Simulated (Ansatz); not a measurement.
# From LDA to G0W0: ZnPS3 (C2/m), part 2 of 3

Aim: the quasiparticle gap of ZnPS3 (C2/m), starting from LDA.

Ansatz 0.2.0; LDA, then G0W0 on it, plane waves, PAW. Known limits of the many-body steps: finite bands, screening cutoff and k mesh; no spin-orbit coupling in G0W0; d shells not analysed.

So far. Step 2 (Relaxing the structure): The program's warnings for this run: band table not solved further.

## (3) The LDA band structure

Level of this step: DFT, LDA, plane waves, PAW (Ansatz).

Levels along a band path and on the mesh show where this functional puts the band edges.

input.yaml

```yaml
crystal:
  lattice:
    - [2.9241439516, -5.0686337764, 0.0002131003]
    - [2.9241439516, 5.0686337764, 0.0002131003]
    - [-1.9314010456, 0.0, 6.30138264]
  atoms:
    - { symbol: Zn, position: [0.6674819479, 0.3325180521, 0.0] }
    - { symbol: Zn, position: [0.3325180521, 0.6674819479, 0.0] }
    - { symbol: P, position: [0.9420357264, 0.9420357264, 0.8265338672] }
    - { symbol: P, position: [0.0579642736, 0.0579642736, 0.1734661328] }
    - { symbol: S, position: [0.5801548021, 0.9164201668, 0.7487598531] }
    - { symbol: S, position: [0.0835798332, 0.4198451979, 0.2512401469] }
    - { symbol: S, position: [0.7465943414, 0.7465943414, 0.2505942246] }
    - { symbol: S, position: [0.2534056586, 0.2534056586, 0.7494057754] }
    - { symbol: S, position: [0.4198451979, 0.0835798332, 0.2512401469] }
    - { symbol: S, position: [0.9164201668, 0.5801548021, 0.7487598531] }
kpoints:
  mp_grid: { grid: [6, 6, 4] }
  band_path:
    path:
      - [[0.0, 0.0, 0.0], [-0.5, 0.5, 0.0], [-0.5, 0.5, 0.5], [0.0, 0.0, 0.5], [0.0, 0.0, 0.0]]
      - [[-0.5, 0.0, 0.5], [0.0, 0.0, 0.0], [-0.5, 0.0, 0.0]]
    npoints: 10
hamiltonian:
  xc: lda
scf:
  occupations: { method: fermi_dirac, width: 0.02 }
  n_extra_bands: 7
output:
  eigenvalues: true
  forces: true
  stress: true
  write_density: true
  write_potential: true
  elf: true
  volumetric_format: npy
```

Launch:

```console
ansatz run input.yaml --threads 8 --pin off --max-ram 55296MiB --backend cuda --events-out ev --progress --plain --runs-dir out --devices 1 --max-vram 24GiB
```

Numbers of over 12 decimals in the logs are rounded to 6 here.

Output:

```text
[...]
GPUs: using 1 of 1 available (devices: 1).
[...]
GPU FFT provider: cuFFT
GPU libraries: cuBLAS 13.8.2, cuFFT 12.4.0, cuSOLVER 12.3.4
Crystal: 10 atoms, lattice volume = 186.795 Å³
Basis set: ecut = 420 eV, 3641 PW (Γ)
Bands: 42, of which v1, the nominal top of the filled ones, is band 35 counted from 1 (34 counted from 0)
Symmetry: 4 space group operations
[...]
k-points: 47 of 144
[...]
GPU buffer pool allocated for 72000 grid points (all kernels)
[...]
SCF iter   1: F=—  HF=-13165.905130 eV  |F-HF|=—  |Δ(HF+E_count)|=         —  Δρ=6.30e-3  dr2=5.98e-2  ethr=1.77e-3  ⟨swp⟩=11.3  Hψ=11471  notcnv=0
[...]
SCF iter   8: F=-13165.886087 eV  HF=-13165.886087 eV  |F-HF|=1.19e-8  |Δ(HF+E_count)|=   9.61e-8  Δρ=2.66e-6  dr2=2.22e-8  ethr=1.43e-10  ⟨swp⟩=16.8  Hψ=18353  notcnv=0
SCF 1 converged in 8 iterations: F = -13165.886087 eV  dr2 = 2.22e-8
  Residual-converged pass: ⟨swp⟩=1.0  Hψ=2162  notcnv=0  max |occ|·‖R‖ = 7.1e-9 eV (tolerance 1.0e-8 eV)  dr2=2.22e-8  dr2_onsite=1.32e-9  max |Δocc| = 0.0e0
[...]
NSCF: frozen V_eff on 62 k-points, pencils in batches of 32, up to order 188
SCF converged after 8 iterations
Free energy (F): -13165.886087 eV
[...]
Internal energy: -13165.886087 eV  (E = F + TS)
E sigma→0 (E₀):  -13165.886087 eV
Fermi energy:    7.315474 eV
[...]
--- Forces (eV/Å), atoms counted from 1 ---
  atom   1  Zn    -0.00000000     0.00336029     0.00000000
  atom   2  Zn     0.00000000    -0.00336029    -0.00000000
  atom   3  P     -0.00429885     0.00000000    -0.00364675
  atom   4  P      0.00429885    -0.00000000     0.00364675
  atom   5  S      0.00196449     0.00524689    -0.00338139
  atom   6  S     -0.00196449     0.00524689     0.00338139
  atom   7  S     -0.00046759     0.00000000     0.00070763
  atom   8  S      0.00046759    -0.00000000    -0.00070763
  atom   9  S     -0.00196449    -0.00524689     0.00338139
  atom  10  S      0.00196449    -0.00524689    -0.00338139
  max |Σ_I F_I| component: 0.00e0 eV/Å
--- Stress (GPa, compression-positive) ---
        0.025608      -0.000000      -0.004258
       -0.000000      -0.009920       0.000000
       -0.004258       0.000000      -0.012970
  P = ⅓ Tr σ = 0.0009 GPa (0.009 kbar)
--- Band table (eV; the first three rows and the last of 47) ---
  k-point 0: bands = [... 31 lower, 5.2864, 5.3716, 5.7874, 5.8382, 8.2936, 9.4092, 9.5147, 9.8313, ... 3 higher]
  k-point 1: bands = [... 31 lower, 5.2866, 5.2873, 5.8428, 5.8565, 8.5700, 9.4551, 9.8115, 9.8369, ... 3 higher]
  k-point 2: bands = [... 31 lower, 5.2191, 5.2978, 5.8544, 5.9189, 8.7757, 9.4020, 9.6527, 9.7602, ... 3 higher]
  k-point 46: bands = [... 31 lower, 4.4778, 5.2274, 5.6937, 5.7916, 8.9628, 9.1378, 9.4834, 9.7070, ... 3 higher]
```

Wall time 2.4 s (1 × NVIDIA H100 80GB HBM3 with 8 threads of AMD EPYC 7R13 (Zen 3), shared host); peak memory 1.1 GiB; 4.4 s of CPU time.

Reading the cycles: dr2 is the Hartree energy of the density residual (eV), the measure of convergence; HF is the Harris–Foulkes estimate of the energy, which meets the free energy F at convergence.

This step gave:

```
pressure             : 9.06e-4 GPa
filled bands         : 35
gap                  : 1.981 eV
valence top at       : k = (0.333, 0.333, -0.500)
conduction bottom at : Γ
least direct gap     : 2.223 eV
```

Over mesh and path the gap is 1.981 eV, from k = (0.333, 0.333, -0.500) to k = Γ. The least direct gap found is 2.223 eV, at k = (0.333, 0.333, 0.250).

Electronic bands along the path, in eV, zero at the top of the highest nominally filled band:

```csv
point,band 32,band 33,band 34,band 35,band 36,band 37,band 38,band 39
Γ,-1.03,-0.94,-0.53,-0.47,1.98,3.10,3.20,3.52
halfway,-1.21,-0.94,-0.77,-0.58,2.70,2.96,3.24,3.41
Y,-1.21,-1.03,-0.40,-0.16,2.25,2.67,2.87,3.41
halfway,-1.39,-1.17,-0.58,-0.37,2.39,2.88,3.01,3.41
M,-1.84,-1.09,-0.62,-0.52,2.65,2.82,3.17,3.39
halfway,-1.34,-0.98,-0.96,-0.55,2.81,3.19,3.39,3.46
A,-1.09,-1.02,-0.46,-0.39,2.46,3.09,3.34,3.45
halfway,-1.03,-1.03,-0.47,-0.46,2.26,3.14,3.50,3.52
Γ,-1.03,-0.94,-0.53,-0.47,1.98,3.10,3.20,3.52
jump to L2,-1.55,-1.17,-0.39,-0.33,2.32,2.69,2.88,3.32
halfway,-1.33,-1.06,-0.92,-0.57,2.72,2.97,3.20,3.49
Γ,-1.03,-0.94,-0.53,-0.47,1.98,3.10,3.20,3.52
halfway,-1.18,-1.04,-0.94,-0.71,2.80,3.26,3.41,3.49
V2,-1.27,-1.18,-0.76,-0.35,2.59,2.81,3.18,3.22
```

Valence density in the ac plane of the cell as run, not the conventional one, at fractional y = 0.058, with atoms of P and S within 0.2 Å of it. It is the smooth field of the valence electrons, not physical close to the nuclei.

Ten even steps from '_' (0.0 e/Å³) to '@' (1.1 e/Å³), each cell a mean:
```
**++::..________............::==
**++--..________..--==----::--++
**##++--..____..::++##**++====++
##%%**==::..__..--##@@%%++====++
**##**==::..__..--**%%##==----==
--==++--::______::==++==::....::
..::::::..________......________
__....__________________________
________________________________
______________..________________
________..::--==::..____________
......::--**@@@@**::__________..
======++##@@##%%%%--..______..--
==--**%%@@@@==**%%--______..::++
::..++%%@@@@@@@@**::______..--++
----++++++**##**--..______..--++
####++--::::--::..__________::++
**++--..____......__________::==
```
Columns run along a (5.9 Å), rows up along c (6.6 Å). Atoms in or near the plane, at fractional coordinates: P at (0.06, 0.17), S at (0.42, 0.25).

Electrostatic potential energy in the ac plane of the cell as run, not the conventional one, at fractional y = 0.058, with atoms of P and S within 0.2 Å of it. With pseudopotentials it is smooth inside the atoms' cores, unlike the true potential.

Values in eV, 18 rows by 16 columns, each cell a mean:
```
 -6  -3   3   7   9  10  10   9   8   8   8   9   9   8   4  -2
-30 -17  -1   6   9  10  10   9   7   6   4   4   6   5  -3 -20
-39 -22  -3   5   8  10  10   9   6   0  -7  -6   1   2  -9 -32
-26 -12  -1   4   7  10  10   9   4  -7 -18 -15  -2   2  -6 -22
 -5  -2  -1   2   7  10  10   9   4  -6 -15 -10   1   5   2  -4
  4   2   1   3   8  10  11  10   7   2   0   3   7   8   7   6
  8   7   6   8  10  11  12  11  10   9   9   9  10  10  10   9
 10  10  10  10  11  12  12  12  12  11  11  11  11  11  11  11
 11  11  11  11  12  12  12  12  12  12  12  12  12  12  12  11
 11  11  11  11  11  11  11  10  11  11  12  12  12  12  11  11
  9   9   9  10   9   7   4   3   7  10  11  12  12  11  11  10
  5   3   4   6   5  -6 -19 -20  -6   6  10  11  11  11   9   8
-12 -20 -12  -1  -6 -27 -30 -30 -23   1   9  11  11  10   7   1
-38 -39 -34 -11 -13 -32 -25 -29 -23   1   9  10  10   8   3 -17
-40 -40 -38 -14  -9 -27 -31 -28  -9   5   9  10  10   7  -2 -31
-40 -40 -31  -6   1  -6 -11  -5   4   8  10  10  10   7  -2 -29
-25 -23  -8   3   7   7   6   7   8   9  10  10  10   8   3 -10
 -1   0   4   7   9  10   9   9   9   9   9  10  10   8   6   2
```
Columns run along a (5.9 Å; values clipped at the 3rd and 97th percentile), rows up along c (6.6 Å). Atoms in or near the plane, at fractional coordinates: P at (0.06, 0.17), S at (0.42, 0.25).

## (4) G0W0 on the 4×4×2 mesh

G0W0 replaces the xc potential by a self-energy built once from the orbitals of the start. Levels are corrected in the window of bands that the input names, at points of the mesh.

This step: G0W0 on LDA, plane waves, PAW.

input.yaml, the sections that differ from step 3:

```yaml
kpoints:
  mp_grid: { grid: [4, 4, 2] }
scf:
  occupations: { method: fixed }
gw:
  n_empty_bands: 779
  ecut_chi: 150.0
  qp_bands: [v3, c3]
  qp_kpoints: band_edges
  screening: { model: contour_deformation }
# crystal, hamiltonian: as in step 3
# output: removed
```

Output:

```text
GPUs: using 1 of 1 available (devices: 1).
[...]
concurrent solve slots: 7 of 8 are kept, ahead of what memory takes: no pass of the eigensolver takes more rounds on 7
[...]
GPU FFT provider: cuFFT
GPU libraries: cuBLAS 13.8.2, cuFFT 12.4.0, cuSOLVER 12.3.4
Crystal: 10 atoms, lattice volume = 186.795 Å³
Basis set: ecut = 420 eV, 3641 PW (Γ)
Bands: 45, of which v1, the nominal top of the filled ones, is band 35 counted from 1 (34 counted from 0)
Symmetry: 4 space group operations
[...]
k-points: 14 of 32
[...]
GPU buffer pool allocated for 72000 grid points (all kernels)
[...]
SCF iter   1: F=—  HF=-13165.897309 eV  |F-HF|=—  |Δ(HF+E_count)|=         —  Δρ=6.31e-3  dr2=5.89e-2  ethr=1.77e-3  ⟨swp⟩=5.9  Hψ=2760  notcnv=0  defer=94
[...]
SCF iter   8: F=-13165.879163 eV  HF=-13165.879163 eV  |F-HF|=3.25e-9  |Δ(HF+E_count)|=   9.86e-8  Δρ=2.26e-6  dr2=1.45e-8  ethr=1.43e-10  ⟨swp⟩=14.2  Hψ=3085  notcnv=0
SCF 1 converged in 8 iterations: F = -13165.879163 eV  dr2 = 1.45e-8
[...]
NSCF: frozen V_eff on 14 k-points
the band table was solved once the SCF had ended and its energy, with any forces and stress, was formed, with the checks that follow a solve (2515 applications of the Hamiltonian). They found nothing against the state; the energy, forces and stress were not computed again (output.eigenvalues in the input reference)
[...]
G₀W₀ screening: q 1/14
[... further progress lines ...]
[...]
SCF converged after 8 iterations
Free energy (F): -13165.879163 eV
[...]
Internal energy: -13165.879163 eV  (E = F + TS)
E sigma→0 (E₀):  -13165.879163 eV
Fermi energy:    6.148090 eV
[...]
--- Band table (eV; the first three rows and the last of 14) ---
  k-point 0: bands = [... 31 lower, 5.2869, 5.3719, 5.7878, 5.8384, 8.2940, 9.4100, 9.5157, 9.8335, ... 6 higher]
  k-point 1: bands = [... 31 lower, 5.2195, 5.2983, 5.8546, 5.9193, 8.7765, 9.4027, 9.6538, 9.7603, ... 6 higher]
  k-point 2: bands = [... 31 lower, 5.1378, 5.2710, 5.3733, 5.6036, 9.1117, 9.5699, 9.7293, 9.8074, ... 6 higher]
  k-point 13: bands = [... 31 lower, 4.4780, 5.2273, 5.6942, 5.7913, 8.9631, 9.1380, 9.4836, 9.7081, ... 6 higher]
--- G₀W₀: contour deformation, 6 samples at zero and on the imaginary axis and 1 off it, 32 q-points, 779 empty bands' worth ---
  eigenvalues of the whole cell's RPA ε∞ on this k-mesh (on a slab, of 1 + 4πα/V) = 5.0766, 8.2171, 8.2394; static W/v taken at q = 0 is 0.151399
  gw.qp_kpoints: band_edges: 13 of 14 stored k-points solved, in 1 pass; an edge of the gap read off the rows below is read off those points alone
    valence top: of the k-points left out ik 2 came nearest to being solved in a further pass, in band 35 (counted from 1, as in the quasiparticle table): it holds the edge there only if its correction is more favourable than any solved in that band by at least 0.513 eV; those differ by 0.047 eV
    conduction bottom: of the k-points left out ik 2 came nearest to being solved in a further pass, in band 36 (counted from 1, as in the quasiparticle table): it holds the edge there only if its correction is more favourable than any solved in that band by at least 0.755 eV; those differ by 0.070 eV
    ik  band        ε_KS         Σx   Σc(E_QP)       V_xc       Z   E_QP_lin       E_QP  E_QP is
     0    33      5.3719   -18.6712     2.0106   -16.0651  0.7540     4.7711     4.7764  root
     0    34      5.7878   -20.3825     2.0952   -17.6687  0.7569     5.1640     5.1692  root
     0    35      5.8384   -20.4445     2.0777   -17.7488  0.7570     5.2153     5.2204  root
     0    36      8.2940   -10.3400    -4.3554   -15.3216  0.7830     8.9244     8.9202  root
     0    37      9.4100   -10.1382    -4.6660   -15.4843  0.7669    10.0972    10.0902  root
     0    38      9.5157    -8.4383    -4.4499   -13.4800  0.7783    10.1122    10.1076  root
     1    33      5.2983   -18.7146     2.0905   -16.0159  0.7525     4.6845     4.6902  root
     1    34      5.8546   -20.3892     2.0493   -17.7286  0.7578     5.2383     5.2433  root
     1    35      5.9193   -20.4629     2.0408   -17.8130  0.7576     5.3054     5.3103  root
     1    36      8.7765   -10.7954    -4.4121   -15.8413  0.7728     9.4152     9.4102  root
     1    37      9.4027    -9.6309    -4.5851   -14.8752  0.7729    10.0679    10.0619  root
     1    38      9.6538    -9.2886    -4.6216   -14.5316  0.7679    10.2812    10.2753  root
     3    33      5.2794   -20.1286     2.3458   -17.1304  0.7509     4.6203     4.6271  root
     3    34      5.3855   -19.2817     2.1667   -16.5000  0.7519     4.7647     4.7706  root
     3    35      5.8222   -20.3595     2.0920   -17.6534  0.7564     5.2032     5.2082  root
     3    36      9.0689   -10.1682    -4.4751   -15.2692  0.7677     9.7001     9.6947  root
     3    37      9.3795    -9.1417    -4.2825   -13.9998  0.7831     9.9591     9.9551  root
     3    38      9.6599    -8.7704    -4.4929   -13.8385  0.7744    10.2398    10.2352  root
     4    33      5.1322   -19.8392     2.3299   -16.8795  0.7488     4.4959     4.5025  root
     4    34      5.5556   -19.4407     2.0347   -16.7868  0.7568     4.9310     4.9364  root
     4    35      5.9618   -20.2227     2.1717   -17.4147  0.7548     5.3199     5.3255  root
     4    36      8.9070    -9.3556    -4.2853   -14.2453  0.7843     9.5156     9.5114  root
     4    37      9.1243    -9.7956    -4.4165   -14.8353  0.7690     9.7529     9.7475  root
     4    38      9.4967    -9.0001    -4.3536   -13.8881  0.7742    10.0350    10.0311  root
     5    33      5.1401   -19.2714     2.2530   -16.4035  0.7497     4.5187     4.5252  root
     5    34      5.9245   -20.3534     2.1334   -17.5890  0.7562     5.2882     5.2935  root
     5    35      5.9826   -20.3032     2.1386   -17.5354  0.7557     5.3480     5.3534  root
     5    36      8.6312    -9.2195    -4.0907   -13.8739  0.7881     9.1982     9.1949  root
     5    37      9.0039    -8.9556    -4.2425   -13.7320  0.7781     9.5414     9.5378  root
     5    38      9.1891   -10.0330    -4.3722   -14.9924  0.7688     9.7811     9.7762  root
     6    33      5.2849   -18.8401     1.9590   -16.2928  0.7551     4.6915     4.6965  root
     6    34      5.3897   -20.1184     2.2435   -17.2432  0.7531     4.7520     4.7581  root
     6    35      5.9511   -19.9664     2.1411   -17.1960  0.7551     5.3163     5.3218  root
     6    36      8.7247    -9.3760    -4.3095   -14.2976  0.7764     9.3415     9.3368  root
     6    37      8.8635    -9.7702    -4.3661   -14.7242  0.7725     9.4560     9.4514  root
     6    38      9.1680    -9.4883    -4.3767   -14.4926  0.7809     9.8003     9.7956  root
     7    33      5.6350   -19.2746     1.9837   -16.6836  0.7569     5.0227     5.0277  root
     7    34      5.6574   -20.7428     2.2985   -17.7962  0.7535     5.0031     5.0092  root
     7    35      6.0187   -20.0292     2.0866   -17.3259  0.7559     5.3968     5.4020  root
     7    36      8.7061    -9.0126    -4.1438   -13.7272  0.7876     9.2802     9.2768  root
[...]
12    33      5.2857   -19.9834     2.1980   -17.1675  0.7516     4.6621     4.6678  root
    12    34      5.9110   -20.1952     2.1086   -17.4585  0.7563     5.2776     5.2829  root
    12    35      6.1481   -20.5327     2.1418   -17.7578  0.7556     5.5097     5.5150  root
    12    36      8.5648    -8.9982    -4.1373   -13.7081  0.7900     9.1408     9.1374  root
    12    37      8.9848    -9.2291    -4.1884   -13.9312  0.7764     9.5019     9.4986  root
    12    38      9.1860    -9.9150    -4.3311   -14.8230  0.7702     9.7675     9.7629  root
    13    33      5.2273   -19.2911     2.2246   -16.4542  0.7505     4.6089     4.6151  root
    13    34      5.6942   -19.3624     1.9198   -16.8400  0.7586     5.0869     5.0917  root
    13    35      5.7913   -20.2522     2.2718   -17.3322  0.7530     5.1370     5.1431  root
    13    36      8.9631    -9.5346    -4.2720   -14.4118  0.7829     9.5725     9.5683  root
    13    37      9.1380    -9.7301    -4.3954   -14.7390  0.7696     9.7567     9.7515  root
    13    38      9.4836   -10.3858    -4.5902   -15.6099  0.7618    10.1239    10.1175  root
```

Elapsed: 19 s, on 1 × NVIDIA H100 80GB HBM3 with 8 threads; peak memory 3.1 GiB.

Numbers from this step:

```
bands summed                                    : 814
RPA ε∞ on this mesh (eigenvalues)               : 5.077, 8.217, 8.239
plane waves in the screening matrix             : 789
q-points in the mesh                            : 32
G0W0 gap over the corrected points              : 3.405 eV
k of the valence top                            : -0.5, -0.5, 0
k of the conduction bottom                      : 0, 0, 0
starting gap on the mesh                        : 2.146 eV
Z at the valence top                            : 0.7556
Z at the conduction bottom                      : 0.7830
least direct G0W0 gap over the corrected points : 3.622 eV
```

Over 13 of 14 irreducible mesh points the G0W0 gap is 3.405 eV, from k = (-0.500, -0.500, 0.000) to k = Γ. The LDA gap of this run on the mesh is 2.146 eV. The two states that bound the G0W0 gap lie that far apart at the start, so the correction of the gap is 3.405 − 2.146 = +1.259 eV. The start of this run differs from the step before in mesh (6×6×4 and 4×4×2).

(Continued in part 3 of 3.)

[Paths, hosts, dates, memory and timing lines, banners, echoed tables and standing remarks are left out of the program output.]

[Logs are printed without paths, hosts, clocks, repeated set-up lines and the standing remarks that a program may print on its own settings, such as how far it seeks lower states.]

[Runs of the session that timed out or met a known fault of the program may be left out.]

[Cells called generated may have been cut or substituted from an entry of the Crystallography Open Database or the Materials Project.]

[Hosts, paths, dates, database ids (printed as entryN), source tags and the programs' standing remarks are cut or masked in the printed files.]

[Where an RPA ε∞ is given, it is that of the G0W0 mesh and is not shown converged in it. Names of k-points follow the symmetry that the program found, which can be lower than the space group named. Band edges on a path are those of the sampled points; other points can move an edge, and change direct to indirect where valleys lie close.]

[Hybrid gaps are those of their k-mesh and are not shown converged in it.]
